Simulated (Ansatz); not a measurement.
## Hf2Ti in the C11b ordering: lattice stability ahead of a resistivity run

Question: is the lattice of Hf2Ti in the C11b ordering stable, and if so, what are its coupling constant and resistivity?

Main program and level: Ansatz 0.2.0; DFT PBE, scalar-relativistic, plane waves, PAW.

This is a report of a sequence of runs, with most program output left out.

The structure was built from a prototype and need not be the compound's stable phase.

## (1) The starting structure

Symmetry: I4/mmm, No. 139, tetragonal system. Conventional cell: a = 3.468 Å, b = 3.468 Å, c = 10.403 Å, α = 90.00°, β = 90.00°, γ = 90.00°. Ti has 8 Hf at 3.00 Å nearest. Nearest to Hf lie 4 Hf at 3.00 Å and 4 Ti at 3.00 Å. Farther neighbours are not listed.

Coordinates:

```cif
data_structure
_symmetry_space_group_name_H-M 'P 1'
_symmetry_Int_Tables_number 1
_cell_length_a 3.4677
_cell_length_b 3.4677
_cell_length_c 5.7505
_cell_angle_alpha 72.452
_cell_angle_beta 72.452
_cell_angle_gamma 90.000
_cell_volume 62.55
loop_
_atom_site_label
_atom_site_type_symbol
_atom_site_fract_x
_atom_site_fract_y
_atom_site_fract_z
_atom_site_occupancy
Ti1 Ti 0.00000 0.00000 0.00000 1
Hf2 Hf 0.66667 0.66667 0.66667 1
Hf3 Hf 0.33333 0.33333 0.33333 1
```

## (2) Rough relaxation

Large forces or a large pressure at the start call for a first relaxation with loose thresholds.

The input, input.yaml:

```yaml
crystal:
  lattice:
    - [3.46767, 0.0, 0.0]
    - [0.0, 3.46767, 0.0]
    - [1.73384, 1.73384, 5.20151]
  atoms:
    - { symbol: Ti, position: [0.0, 0.0, 0.0] }
    - { symbol: Hf, position: [0.66666667, 0.66666667, 0.66666667] }
    - { symbol: Hf, position: [0.33333333, 0.33333333, 0.33333333] }
kpoints:
  mp_grid: { grid: [6, 6, 6] }
hamiltonian:
  xc: pbe
scf:
  occupations: { method: gaussian, width: 0.1 }
output:
  forces: true
  stress: true
  eigenvalues: true
relax:
  adjacent_minimum: "off"
  f_tol: 0.05
  max_steps: 80
  cell: { stress_tol: 0.5 }
```

Launch:

```
$ ansatz run input.yaml --threads 4 --pin off --max-ram 8192MiB --backend cpu --events-out ev --progress --plain --runs-dir out
```

It took 5.8 s on 4 threads of Arm Neoverse V2, shared host; peak memory 0.41 GiB; 21 s of CPU time.

Step by step:

```csv
step,energy less that of the first step (eV),largest force component (eV/Å),pressure (GPa),volume (Å³)
1,0.0000,0.8466,-1.13,62.55
2,0.0164,1.0393,2.69,60.94
3,-0.0845,0.0752,-0.88,62.23
4,-0.0867,0.0161,0.30,61.53
5*,-0.0865,0.0164,0.30,61.53
```

Relaxation steps marked * repeat the geometry before them on a plane-wave basis chosen anew for their cell, so energy and pressure can jump there. Relaxation step 2 was tried and not accepted.

Forces are held to the 16 operations that the run works with; a distortion that breaks them can't arise in this run.

```csv
"conventional cell, symmetrised",before,after,change
a (Å),3.468,3.460,-0.2 %
b (Å),3.468,3.460,-0.2 %
c (Å),10.403,10.281,-1.2 %
volume (Å³/atom),20.85,20.51,-1.6 %
```

The atoms that moved most (Å, as changes of fractional coordinates times the final cell):

```csv
atom,dx,dy,dz,length
Hf3,0.000,0.000,-0.096,0.096
Hf2,0.000,0.000,0.096,0.096
```

Final coordinates:

```
Ti Hf
1.0
     3.45970    0.00000    0.00000
     0.00000    3.45970    0.00000
     1.72985    1.72985    5.14053
Ti Hf
1 2
Direct
  0.00000 0.00000 0.00000
  0.65732 0.65732 0.68536
  0.34268 0.34268 0.31464
```

Numbers from this step:

| Item | Value |
| --- | --- |
| pressure | 0.3013 GPa |
| volume per atom | 20.51 Å³ |
| metallic on mesh | yes |
| gap on the k-mesh | 0 eV |

The largest force is now 0.016 eV/Å and the largest stress component 0.47 GPa.

## (3) Relaxation

The structure is brought to rest under this functional.

input.yaml, the sections that differ from step 2:

```yaml
crystal:
  lattice:
    - [3.4596964415, 0.0, -1.6628e-06]
    - [0.0, 3.4596964415, -1.6628e-06]
    - [1.7298506915, 1.7298506915, 5.1405285457]
  atoms:
    - { symbol: Ti, position: [0.0, 0.0, 0.0] }
    - { symbol: Hf, position: [0.6573224319, 0.6573224319, 0.6853551361] }
    - { symbol: Hf, position: [0.3426775681, 0.3426775681, 0.3146448639] }
kpoints:
  mp_grid: { grid: [10, 10, 10] }
relax:
  adjacent_minimum: "off"
  f_tol: 0.005
  max_steps: 80
  cell: { stress_tol: 0.05 }
# hamiltonian, scf, output: as in step 2
```

It took 39 s on 4 threads; peak memory 0.53 GiB.

The steps of the relaxation:

```csv
step,energy less that of the first step (eV),largest force component (eV/Å),pressure (GPa),volume (Å³)
1,0.0000,0.0171,0.39,61.53
2,0.0002,0.0132,-0.47,62.05
3,-0.0003,0.0000,0.03,61.75
4,-0.0005,0.0092,-0.03,61.79
5,-0.0006,0.0061,-0.06,61.81
6,-0.0022,0.0158,-0.14,61.89
7,-0.0092,0.0429,-0.09,61.95
8,-0.0249,0.1648,0.07,61.88
9,-0.0187,0.0897,0.62,61.51
10,-0.0302,0.0332,0.15,61.78
11,-0.0304,0.0013,-0.01,61.87
12,-0.0305,0.0012,-0.01,61.87
```

The log counts 1 steps on a newly chosen plane-wave basis, not all of them marked here; energy and pressure can jump at such steps. Relaxation steps 2, 9 were tried and not accepted.

```csv
"conventional cell, symmetrised",before,after,change
a (Å),3.460,3.603,+4.2 %
b (Å),3.460,3.603,+4.2 %
c (Å),10.281,9.530,-7.3 %
volume (Å³/atom),20.51,20.62,+0.5 %
```

The atoms that moved most (Å, as changes of fractional coordinates times the final cell):

```csv
atom,dx,dy,dz,length
Hf3,0.000,0.000,0.016,0.016
Hf2,0.000,0.000,-0.016,0.016
```

Final coordinates:

```
Ti Hf
1.0
     3.60331    0.00000    0.00000
     0.00000    3.60331    0.00000
     1.80166    1.80166    4.76490
Ti Hf
1 2
Cartesian
  0.0000 0.0000 0.0000
  3.6033 3.6033 3.2500
  1.8017 1.8017 1.5149
```

Numbers from this step:

```
pressure        : -0.005867 GPa
volume per atom : 20.62 Å³
```

The largest force is now 0.0012 eV/Å and the largest stress component 0.013 GPa.

## (4) Relaxing tightly for phonons

Residual forces and stress shift phonon frequencies, so the cell is relaxed again, with tight thresholds and the mesh and smearing of this input.

The input, input.yaml:

```yaml
crystal:
  lattice:
    - [3.6033113878, 0.0, -1.7319e-06]
    - [0.0, 3.6033113878, -1.7319e-06]
    - [1.8016579841, 1.8016579841, 4.7648996105]
  atoms:
    - { symbol: Ti, position: [0.0, 0.0, 0.0] }
    - { symbol: Hf, position: [0.658960665, 0.658960665, 0.68207867] }
    - { symbol: Hf, position: [0.341039335, 0.341039335, 0.31792133] }
kpoints:
  mp_grid: { grid: [8, 8, 8] }
hamiltonian:
  xc: pbe
scf:
  occupations: { method: methfessel_paxton, width: 0.2 }
output:
  forces: true
  stress: true
  eigenvalues: true
relax:
  adjacent_minimum: "off"
  f_tol: 0.001
  max_steps: 60
  cell: { stress_tol: 0.01 }
```

It took 8.9 s on 4 threads; peak memory 0.47 GiB; 33 s of CPU time.

Little changed from the start: no atom moved by 0.005 Å and no cell edge by 0.1 %.

This step gave:

```
pressure : 0.002641 GPa
```

The largest force is now 2.7e-4 eV/Å and the largest stress component 0.0059 GPa, small enough for phonons.

## (5) Phonons: q 1×1×1, k 5×5×5

The zone-centre modes are the cheapest first test of the structure; they say nothing on other wavevectors.

The input, input.yaml:

```yaml
crystal:
  lattice:
    - [3.6040478849, 0.0, -1.7323e-06]
    - [0.0, 3.6040478849, -1.7323e-06]
    - [1.8020262318, 1.8020262318, 4.7631253687]
  atoms:
    - { symbol: Ti, position: [0.0, 0.0, 0.0] }
    - { symbol: Hf, position: [0.6592248522, 0.6592248522, 0.6815502956] }
    - { symbol: Hf, position: [0.3407751478, 0.3407751478, 0.3184497044] }
kpoints:
  mp_grid: { grid: [5, 5, 5] }
hamiltonian:
  xc: pbe
scf:
  occupations: { method: methfessel_paxton, width: 0.2 }
output:
  eigenvalues: true
phonons:
  method: dfpt
  qmesh: [1, 1, 1]
  temperatures: { t_max: 1000, t_step: 50 }
  qpath:
    path:
      - [[0.0, 0.0, 0.0], [0.5, 0.5, 0.5], [0.5, 0.5, 0.75], [0.5, 0.0, 0.5], [0.0, 0.0, 0.0], [0.0, 0.0, 0.5], [0.42843399, 0.0, 0.714217]]
      - [[0.57156601, 0.0, 0.285783], [0.0, 0.0, 0.0]]
      - [[0.5, 0.5, 0.5], [0.57156601, 0.42843399, 0.5]]
      - [[0.42843399, 0.42843399, 0.92843399], [0.0, 0.0, 0.5]]
    npoints: 10
```

It took 16 s on 4 threads; peak memory 0.72 GiB; 57 s of CPU time.

No LO-TO term; unit eigenvectors of the mass-weighted matrix. Modes at Γ, with each element's share of the kinetic energy:

```csv
mode,frequency (cm⁻¹),symmetry,Ti %,Hf %
1,0.0,unnamed,12,88
2,0.0,unnamed,12,88
3,0.0,unnamed,12,88
4,29.9,A2u,88,12
5,99.3,Eg,0,100
6,99.3,Eg,0,100
7,126.8,A1g,0,100
8,204.0,Eu,88,12
9,204.0,Eu,88,12
```

Displacements in mode 4 (29.9 cm⁻¹), the largest set to 1:
```
Ti1  0.00  0.00  1.00
Hf2  0.00  0.00 -0.13
Hf3  0.00  0.00 -0.13
```

Displacements in mode 6 (99.3 cm⁻¹), the largest set to 1:
```
Ti1  0.00  0.00  0.00
Hf2 -0.35  1.00  0.00
Hf3  0.35 -1.00  0.00
```

The optical modes at the zone centre lie at 30, 99, 127 and 204 cm⁻¹.

## (6) Electron–phonon run: q 1×1×1, k 5×5×5, scattering 8×8×8

A first run on coarse meshes.

input.yaml: that of step 5 with these lines changed.

```diff
@@ -28 +28,5 @@
     npoints: 10
+  electrical_resistivity:
+    mesh: [8, 8, 8]
+    temperatures: [20.0, 50.0, 77.0, 100.0, 150.0, 200.0, 300.0, 400.0, 600.0, 800.0]
+  electron_occupations: "off"
```

Run time: 19 s. Hardware: 4 threads; peak memory 0.72 GiB.

The run ended with an error.

The program's message: “electrical resistivity: the lowest mode at the wavevector [0.0000, 0.0000, 0.3750] has zero frequency, as a layer's or a chain's that nothing holds: the electrons' scattering needs a crystal or sheet …”

On so coarse a q mesh the interpolation leaves a mode at zero frequency, and the run stops; a finer q mesh removes it.

## (7) Electron–phonon run: q 2×2×2, k 6×6×6, scattering 12×12×12

The next rung changes the q mesh, which sets the reach of the force constants and couplings; the k mesh of the density and its response; the scattering mesh, which samples the Fermi surface.

input.yaml: that of step 6 with these lines changed.

```diff
@@ -10,3 +10,3 @@
 kpoints:
-  mp_grid: { grid: [5, 5, 5] }
+  mp_grid: { grid: [6, 6, 6] }
 hamiltonian:
@@ -19,3 +19,3 @@
   method: dfpt
-  qmesh: [1, 1, 1]
+  qmesh: [2, 2, 2]
   temperatures: { t_max: 1000, t_step: 50 }
@@ -29,4 +29,3 @@
   electrical_resistivity:
-    mesh: [8, 8, 8]
+    mesh: [12, 12, 12]
     temperatures: [20.0, 50.0, 77.0, 100.0, 150.0, 200.0, 300.0, 400.0, 600.0, 800.0]
-  electron_occupations: "off"
```

Elapsed: 2 min, on 4 threads; peak memory 1.1 GiB.

The run ended with an error.

The program's message: “electrical resistivity: the mode of lowest frequency at the wavevector [-0.5000, -0.5000, 0.0000] is imaginary, -84.79 cm⁻¹ (written negative): the force constants describe an unstable lattice; relax …”

The run stops because a mode is imaginary on the scattering mesh, where no scattering rate is defined; denser k meshes, other smearings and, between solved wavevectors, finer q meshes show whether the instability is real.

## (8) Results

| Quantity | Value |
| --- | --- |
| lowest mode solved in a later run, q 2×2×2, k 6×6×6, scattering 12×12×12 | 84.8i cm⁻¹ |
| phonon run of the rows without a label of their own | PBE, q 1×1×1, k 5×5×5 |

In words: No coupling constant or resistivity was obtained: the scattering run stopped at an imaginary mode. Spin–orbit coupling, left out here, matters for Hf. The phonon runs are not spin-polarised. The structure was built by hand as an ordered model, and its stability against other phases was not tested.

[Logs are printed without paths, hosts, clocks, repeated set-up lines and the standing remarks that a program may print on its own settings, such as how far it seeks lower states.]

[Hosts, paths, dates, database ids (printed as entryN), source tags and the programs' standing remarks are cut or masked in the printed files.]
